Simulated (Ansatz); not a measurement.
## Na3MoO4Cl (P4/nmm): the gap up the ladder of methods

What gap does each level of theory give for Na3MoO4Cl (P4/nmm), and in what time?

Method: density functionals, hybrids and G0W0, plane waves, PAW, in Ansatz 0.2.0.

This is a report of a sequence of runs, with most program output left out.

In doubt: masses and optical values from hybrid runs of this build are listed as unsure (step 11), which bears on the screening that GW takes from such a start.

## 1. The starting structure

Symmetry: P4/nmm, No. 129, tetragonal system. The conventional cell has a = 7.494 Å, b = 7.494 Å, c = 5.341 Å, α = 90.00°, β = 90.00°, γ = 90.00°. Nearest to Na lie 4 O at 2.50 Å and 2 Cl at 2.78 Å. Nearest to Na lie 4 O at 2.35 Å and 2 Cl at 2.58 to 2.76 Å. Mo has 4 O at 1.78 Å nearest. Cl has 6 Na at 2.58 to 2.78 Å nearest. Nearest to O lie 1 Mo at 1.78 Å and 3 Na at 2.35 to 2.50 Å. Farther neighbours and most contacts between anions are not listed.

Geometry: measured cell, ions relaxed with PBE. The runs that relaxed it are not among those shown.

The logs state that the PAW files were generated under PBE.

## 2. LDA on the 4×4×4 mesh

This step: DFT, LDA, plane waves, PAW; PAW set soft_1.

File input.yaml:

```yaml
crystal:
  lattice:
    - [7.4942, 0.0, 0.0]
    - [0.0, 7.4942, 0.0]
    - [0.0, 0.0, 5.3409]
  atoms:
    - { symbol: Na, position: [0.75, 0.75, 0.0] }
    - { symbol: Na, position: [0.75, 0.25, 0.0] }
    - { symbol: Na, position: [0.25, 0.25, 0.0] }
    - { symbol: Na, position: [0.25, 0.75, 0.0] }
    - { symbol: Na, position: [0.5, 0.0, 0.6389095619] }
    - { symbol: Na, position: [0.0, 0.5, 0.3610904381] }
    - { symbol: Mo, position: [0.0, 0.0, 0.5] }
    - { symbol: Mo, position: [0.5, 0.5, 0.5] }
    - { symbol: Cl, position: [0.5, 0.0, 0.155433647] }
    - { symbol: Cl, position: [0.0, 0.5, 0.844566353] }
    - { symbol: O, position: [0.810272275, 0.0, 0.7004856242] }
    - { symbol: O, position: [0.5, 0.310272275, 0.7004856242] }
    - { symbol: O, position: [0.189727725, 0.0, 0.7004856242] }
    - { symbol: O, position: [0.5, 0.689727725, 0.7004856242] }
    - { symbol: O, position: [0.310272275, 0.5, 0.2995143758] }
    - { symbol: O, position: [0.0, 0.189727725, 0.2995143758] }
    - { symbol: O, position: [0.689727725, 0.5, 0.2995143758] }
    - { symbol: O, position: [0.0, 0.810272275, 0.2995143758] }
kpoints:
  mp_grid: { grid: [4, 4, 4] }
  band_path:
    path:
      - [0.0, 0.0, 0.0]
      - [0.0, 0.5, 0.0]
      - [0.5, 0.5, 0.0]
      - [0.0, 0.0, 0.5]
      - [0.0, 0.5, 0.5]
      - [0.5, 0.5, 0.5]
    npoints: 1
hamiltonian:
  xc: lda
  pseudopotentials: { kind: paw, azcp: { folder: soft_1 }, xc_functional: pbe }
scf:
  occupations: { method: fixed }
  n_extra_bands: 10
output:
  eigenvalues: true
  forces: true
  stress: true
```

Command:

```console
ansatz run input.yaml --threads 2 --pin off --max-ram 92160MiB --backend cuda --events-out ev --progress --plain --runs-dir out --devices 1 --max-vram 13GiB
```

The job ended after 4.8 s (1 × NVIDIA H100 80GB HBM3 (shared by 6 runs) with 2 threads of AMD EPYC 7R13 (Zen 3), shared host; peak memory 0.97 GiB; 4.9 s of CPU time).

Numbers from this step:

```
pressure             : -4.050 GPa
gap                  : 4.253 eV
valence top at       : Z
conduction bottom at : Γ
least direct gap     : 4.276 eV
```

Over mesh and listed points the gap is 4.253 eV, from k = (0.000, 0.000, 0.500) to k = Γ. The least direct gap found is 4.276 eV, at k = Γ. The pressure in this cell is -4 GPa; the cell is kept.

## 3. PBEsol on the 4×4×4 mesh

This step: DFT, PBEsol, plane waves, PAW; PAW set soft_1.

input.yaml: that of step 2 with these lines changed.

```diff
@@ -36,3 +36,3 @@
 hamiltonian:
-  xc: lda
+  xc: pbesol
   pseudopotentials: { kind: paw, azcp: { folder: soft_1 }, xc_functional: pbe }
```

It took 6.3 s on 1 × NVIDIA H100 80GB HBM3 (shared by 6 runs) with 2 threads; peak memory 1 GiB; 5.5 s of CPU time.

This step gave:

```
pressure             : -1.018 GPa
gap                  : 4.298 eV
valence top at       : A
conduction bottom at : Γ
least direct gap     : 4.321 eV
```

Over mesh and listed points the gap is 4.298 eV, from k = (0.500, 0.500, 0.500) to k = Γ. The least direct gap found is 4.321 eV, at k = Γ. PBEsol against LDA: 4.298 − 4.253 = +0.045 eV. Mesh, set of files and cutoff are the same, but the valence top lies at another k point, so this need not be the shift of one pair of states.

## 4. PBE on the 4×4×4 mesh

Levels along a band path and on the mesh show where this functional puts the band edges.

This step: DFT, PBE, plane waves, PAW; PAW set soft_1.

input.yaml: that of step 3 with these lines changed.

```diff
@@ -28,14 +28,11 @@
     path:
-      - [0.0, 0.0, 0.0]
-      - [0.0, 0.5, 0.0]
-      - [0.5, 0.5, 0.0]
-      - [0.0, 0.0, 0.5]
-      - [0.0, 0.5, 0.5]
-      - [0.5, 0.5, 0.5]
-    npoints: 1
+      - [[0.0, 0.0, 0.0], [0.0, 0.5, 0.0], [0.5, 0.5, 0.0], [0.0, 0.0, 0.0], [0.0, 0.0, 0.5], [0.0, 0.5, 0.5], [0.5, 0.5, 0.5], [0.0, 0.0, 0.5]]
+      - [[0.0, 0.5, 0.0], [0.0, 0.5, 0.5]]
+      - [[0.5, 0.5, 0.0], [0.5, 0.5, 0.5]]
+    npoints: 10
 hamiltonian:
-  xc: pbesol
-  pseudopotentials: { kind: paw, azcp: { folder: soft_1 }, xc_functional: pbe }
+  xc: pbe
+  pseudopotentials: { kind: paw, azcp: { folder: soft_1 } }
 scf:
-  occupations: { method: fixed }
+  occupations: { method: fermi_dirac, width: 0.02 }
   n_extra_bands: 10
@@ -45 +42,5 @@
   stress: true
+  write_density: true
+  write_potential: true
+  elf: true
+  volumetric_format: npy
```

The job ended after 9.8 s (1 × NVIDIA H100 80GB HBM3 (shared by 6 runs) with 2 threads; peak memory 1.2 GiB; 12 s of CPU time).

This step gave:

| Property | Result |
| --- | --- |
| pressure | 1.346 GPa |
| gap | 4.314 eV |
| valence top at | A |
| conduction bottom at | Γ |
| least direct gap | 4.337 eV |

Over mesh and path the gap is 4.314 eV, from k = (0.500, 0.500, 0.500) to k = Γ. The least direct gap found is 4.337 eV, at k = Γ. PBE against PBEsol: 4.314 − 4.298 = +0.016 eV, with the same mesh, files and cutoff, and both edges at the same k points.

## 5. PBE+SOC on the 4×4×4 mesh

This run has two-component orbitals with spin-orbit coupling.

This step: DFT, PBE with spin-orbit coupling, plane waves, PAW; PAW set soft_1.

input.yaml: that of step 4 with these lines changed.

```diff
@@ -28,12 +28,18 @@
     path:
-      - [[0.0, 0.0, 0.0], [0.0, 0.5, 0.0], [0.5, 0.5, 0.0], [0.0, 0.0, 0.0], [0.0, 0.0, 0.5], [0.0, 0.5, 0.5], [0.5, 0.5, 0.5], [0.0, 0.0, 0.5]]
-      - [[0.0, 0.5, 0.0], [0.0, 0.5, 0.5]]
-      - [[0.5, 0.5, 0.0], [0.5, 0.5, 0.5]]
-    npoints: 10
+      - [0.0, 0.0, 0.0]
+      - [0.0, 0.5, 0.0]
+      - [0.5, 0.5, 0.0]
+      - [0.0, 0.0, 0.5]
+      - [0.0, 0.5, 0.5]
+      - [0.5, 0.5, 0.5]
+    npoints: 1
 hamiltonian:
   xc: pbe
-  pseudopotentials: { kind: paw, azcp: { folder: soft_1 } }
+  pseudopotentials: { kind: paw_fr, azcp: { folder: soft_1 } }
 scf:
-  occupations: { method: fermi_dirac, width: 0.02 }
-  n_extra_bands: 10
+  occupations: { method: fixed }
+  n_extra_bands: 20
+magnetization:
+  noncollinear: true
+  spin_orbit: true
 output:
```

Wall time 11 s (1 × NVIDIA H100 80GB HBM3 (shared by 6 runs) with 2 threads); peak memory 1.8 GiB.

This step gave:

```yaml
pressure: 1.338 GPa
gap: 4.309 eV
valence_top_at: Z
conduction_bottom_at: Γ
least_direct_gap: 4.336 eV
```

Over mesh and listed points the gap is 4.309 eV, from k = (0.000, 0.000, 0.500) to k = Γ. The least direct gap found is 4.336 eV, at k = Γ. PBE+SOC against PBE: 4.309 − 4.314 = −0.005 eV. Mesh, set of files and cutoff are the same, but the valence top lies at another k point, so this need not be the shift of one pair of states. The spin-orbit run sees mesh and listed points alone, so its gap is an upper bound: the coupling can move an edge off these points, and the change over the zone, its sign included where it is small, is not known.

## 6. r2SCAN on the 4×4×4 mesh

r2SCAN is a meta-GGA: it depends on the kinetic-energy density as well as on the density and its gradient.

This step: DFT, r2SCAN, plane waves, PAW; PAW set soft_1.

input.yaml: that of step 5 with these lines changed.

```diff
@@ -36,10 +36,7 @@
 hamiltonian:
-  xc: pbe
-  pseudopotentials: { kind: paw_fr, azcp: { folder: soft_1 } }
+  xc: r2scan
+  pseudopotentials: { kind: paw, azcp: { folder: soft_1 } }
 scf:
   occupations: { method: fixed }
-  n_extra_bands: 20
-magnetization:
-  noncollinear: true
-  spin_orbit: true
+  n_extra_bands: 10
 output:
@@ -48,5 +45 @@
   stress: true
-  write_density: true
-  write_potential: true
-  elf: true
-  volumetric_format: npy
```

Wall time 12 s (1 × NVIDIA H100 80GB HBM3 (shared by 6 runs) with 2 threads); peak memory 1.4 GiB; 12 s of CPU time.

Numbers from this step:

* pressure: -1.449 GPa
* gap: 4.717 eV
* valence top at: A
* conduction bottom at: Γ
* least direct gap: 4.739 eV

Over mesh and listed points the gap is 4.717 eV, from k = (0.500, 0.500, 0.500) to k = Γ. The least direct gap found is 4.739 eV, at k = Γ. r2SCAN against PBE: 4.717 − 4.314 = +0.403 eV. The runs also differ in plane-wave cutoff (420 eV and 500 eV), so how much of this comes from the functional alone is not known.

## 7. HSE06 on the 2×2×4 mesh

HSE06 mixes in a quarter of exact exchange at short range.

This step: DFT, HSE06, plane waves, PAW; PAW set soft_1.

input.yaml: that of step 6 with these lines changed.

```diff
@@ -25,3 +25,3 @@
 kpoints:
-  mp_grid: { grid: [4, 4, 4] }
+  mp_grid: { grid: [2, 2, 4] }
   band_path:
@@ -36,3 +36,3 @@
 hamiltonian:
-  xc: r2scan
+  xc: hse06
   pseudopotentials: { kind: paw, azcp: { folder: soft_1 } }
@@ -43,3 +43 @@
   eigenvalues: true
-  forces: true
-  stress: true
```

Elapsed: 40 s, on 1 × NVIDIA H100 80GB HBM3 (shared by 6 runs) with 2 threads; peak memory 1.6 GiB.

Numbers from this step:

```yaml
gap: 5.803 eV
valence_top_at: R
conduction_bottom_at: Γ
least_direct_gap: 5.820 eV
exact_exchange_fraction: 0.25
```

Over mesh and listed points the gap is 5.803 eV, from k = (0.000, 0.500, 0.500) to k = Γ. The least direct gap found is 5.820 eV, at k = Γ. HSE06 against PBE: 5.803 − 4.314 = +1.489 eV. The runs also differ in mesh (4×4×4 and 2×2×4), and the valence top lies at another k point, so how much of this comes from the functional alone is not known.

## 8. PBE0 on the 2×2×4 mesh

PBE0 mixes in a quarter of exact exchange at all distances.

This step: DFT, PBE0, plane waves, PAW; PAW set soft_1.

input.yaml: that of step 7 with these lines changed.

```diff
@@ -36,3 +36,3 @@
 hamiltonian:
-  xc: hse06
+  xc: pbe0
   pseudopotentials: { kind: paw, azcp: { folder: soft_1 } }
```

The job ended after 39 s (1 × NVIDIA H100 80GB HBM3 (shared by 6 runs) with 2 threads; peak memory 1.6 GiB).

Numbers from this step:

| Property | Result |
| --- | --- |
| gap | 6.583 eV |
| valence top at | R |
| conduction bottom at | Γ |
| least direct gap | 6.600 eV |
| exact-exchange fraction | 0.25 |

Over mesh and listed points the gap is 6.583 eV, from k = (0.000, 0.500, 0.500) to k = Γ. The least direct gap found is 6.600 eV, at k = Γ. PBE0 against HSE06: 6.583 − 5.803 = +0.780 eV, with the same mesh, files and cutoff, and both edges at the same k points.

## 9. DDH-PBE0 on the 2×2×4 mesh

The input asks for a share of exact exchange of one over the crystal's ε∞, which the program works out first.

This step: DFT, dielectric-dependent PBE0 (fraction 1/eps_inf of PBE), plane waves, PAW; PAW set soft_1.

input.yaml: that of step 8 with these lines changed.

```diff
@@ -24,2 +24,3 @@
     - { symbol: O, position: [0.0, 0.810272275, 0.2995143758] }
+  host: atoms
 kpoints:
@@ -36,3 +37,6 @@
 hamiltonian:
-  xc: pbe0
+  xc:
+    exchange: pbe
+    correlation: pbe
+    exx: { coeff: inverse_dielectric }
   pseudopotentials: { kind: paw, azcp: { folder: soft_1 } }
```

Run time: 65 s. Hardware: 1 × NVIDIA H100 80GB HBM3 (shared by 6 runs) with 2 threads; peak memory 2 GiB.

This step gave:

```yaml
gap: 7.752 eV
valence_top_at: R
conduction_bottom_at: Γ
least_direct_gap: 7.781 eV
exact_exchange_fraction: 0.3750
```

Over mesh and listed points the gap is 7.752 eV, from k = (0.000, 0.500, 0.500) to k = Γ. The least direct gap found is 7.781 eV, at k = Γ. DDH-PBE0 against PBE0: 7.752 − 6.583 = +1.169 eV, with the same mesh, files and cutoff, and both edges at the same k points.

## 10. G0W0@PBE, 2×2×4 mesh, 1009 empty bands, screening to 130 eV, PAW set soft_1 files

G0W0 replaces the xc potential by a self-energy built once from the orbitals of the start. Levels are corrected in the window of bands that the input names, at points of the mesh.

This step: G0W0 on PBE, plane waves, PAW; PAW set soft_1.

input.yaml: that of step 9 with these lines changed.

```diff
@@ -24,19 +24,6 @@
     - { symbol: O, position: [0.0, 0.810272275, 0.2995143758] }
-  host: atoms
 kpoints:
   mp_grid: { grid: [2, 2, 4] }
-  band_path:
-    path:
-      - [0.0, 0.0, 0.0]
-      - [0.0, 0.5, 0.0]
-      - [0.5, 0.5, 0.0]
-      - [0.0, 0.0, 0.5]
-      - [0.0, 0.5, 0.5]
-      - [0.5, 0.5, 0.5]
-    npoints: 1
 hamiltonian:
-  xc:
-    exchange: pbe
-    correlation: pbe
-    exx: { coeff: inverse_dielectric }
+  xc: pbe
   pseudopotentials: { kind: paw, azcp: { folder: soft_1 } }
@@ -44,4 +31,7 @@
   occupations: { method: fixed }
-  n_extra_bands: 10
-output:
-  eigenvalues: true
+gw:
+  n_empty_bands: 1009
+  ecut_chi: 130.0
+  qp_bands: [v4, c4]
+  qp_kpoints: band_edges
+  screening: { model: contour_deformation }
```

It took 54 s on 1 × NVIDIA H100 80GB HBM3 (shared by 6 runs) with 2 threads; peak memory 3.2 GiB.

Numbers from this step:

| Property | Result |
| --- | --- |
| bands summed | 1081 |
| RPA ε∞ on this mesh (eigenvalues) | 2.518, 2.518, 2.529 |
| plane waves in the screening matrix | 1001 |
| G0W0 gap over the corrected points | 7.084 eV |
| k of the valence top | -0.5, -0.5, -0.5 |
| k of the conduction bottom | 0, 0, 0 |
| starting gap on the mesh | 4.314 eV |
| Z at the valence top | 0.7470 |
| Z at the conduction bottom | 0.8066 |
| least direct G0W0 gap over the corrected points | 7.102 eV |

Over all 9 irreducible mesh points the G0W0 gap is 7.084 eV, from k = (-0.500, -0.500, -0.500) to k = Γ. The PBE gap of this run on the mesh is 4.314 eV. Other states bound it: the two that bound the G0W0 gap lie 4.377 eV apart in PBE, so state for state the correction is 7.084 − 4.377 = +2.707 eV, while gap against gap it is 7.084 − 4.314 = +2.770 eV.

## 11. G0W0@HSE06, 2×2×4 mesh, 1009 empty bands, screening to 130 eV, PAW set soft_1 files

This step: G0W0 on HSE06, plane waves, PAW; PAW set soft_1.

input.yaml: that of step 10 with these lines changed.

```diff
@@ -27,3 +27,3 @@
 hamiltonian:
-  xc: pbe
+  xc: hse06
   pseudopotentials: { kind: paw, azcp: { folder: soft_1 } }
```

Elapsed: 3.1 min, on 1 × NVIDIA H100 80GB HBM3 (shared by 6 runs) with 2 threads; peak memory 3.6 GiB; 3.9 min of CPU time.

This step gave:

```
bands summed                                    : 1081
RPA ε∞ on this mesh (eigenvalues)               : 2.261, 2.261, 2.274
plane waves in the screening matrix             : 1001
G0W0 gap over the corrected points              : 7.635 eV
k of the valence top                            : -0.5, -0.5, -0.5
k of the conduction bottom                      : 0, 0, 0
starting gap on the mesh                        : 5.803 eV
Z at the valence top                            : 0.7832
Z at the conduction bottom                      : 0.8355
least direct G0W0 gap over the corrected points : 7.648 eV
```

Over all 9 irreducible mesh points the G0W0 gap is 7.635 eV, from k = (-0.500, -0.500, -0.500) to k = Γ. The HSE06 gap of this run on the mesh is 5.803 eV. Other states bound it: the two that bound the G0W0 gap lie 5.876 eV apart in HSE06, so state for state the correction is 7.635 − 5.876 = +1.759 eV, while gap against gap it is 7.635 − 5.803 = +1.832 eV. G0W0@HSE06 against G0W0@PBE with 1081 bands: 7.635 − 7.084 = +0.551 eV, with the same mesh, files and cutoffs, and both edges at the same k points.

(Continued in part 2 of 2.)

[Paths, hosts, dates, memory and timing lines, banners, echoed tables and standing remarks are left out of the program output.]

[Logs are printed without paths, hosts, clocks, repeated set-up lines and the standing remarks that a program may print on its own settings, such as how far it seeks lower states.]

[Runs of the session that timed out or met a known fault of the program may be left out.]

[Cells called generated may have been cut or substituted from an entry of the Crystallography Open Database or the Materials Project.]

[Hosts, paths, dates, database ids (printed as entryN), source tags and the programs' standing remarks are cut or masked in the printed files.]

[Where an RPA ε∞ is given, it is that of the G0W0 mesh and is not shown converged in it. Names of k-points follow the symmetry that the program found, which can be lower than the space group named. Band edges on a path are those of the sampled points; other points can move an edge, and change direct to indirect where valleys lie close.]

[Hybrid gaps are those of their k-mesh and are not shown converged in it.]
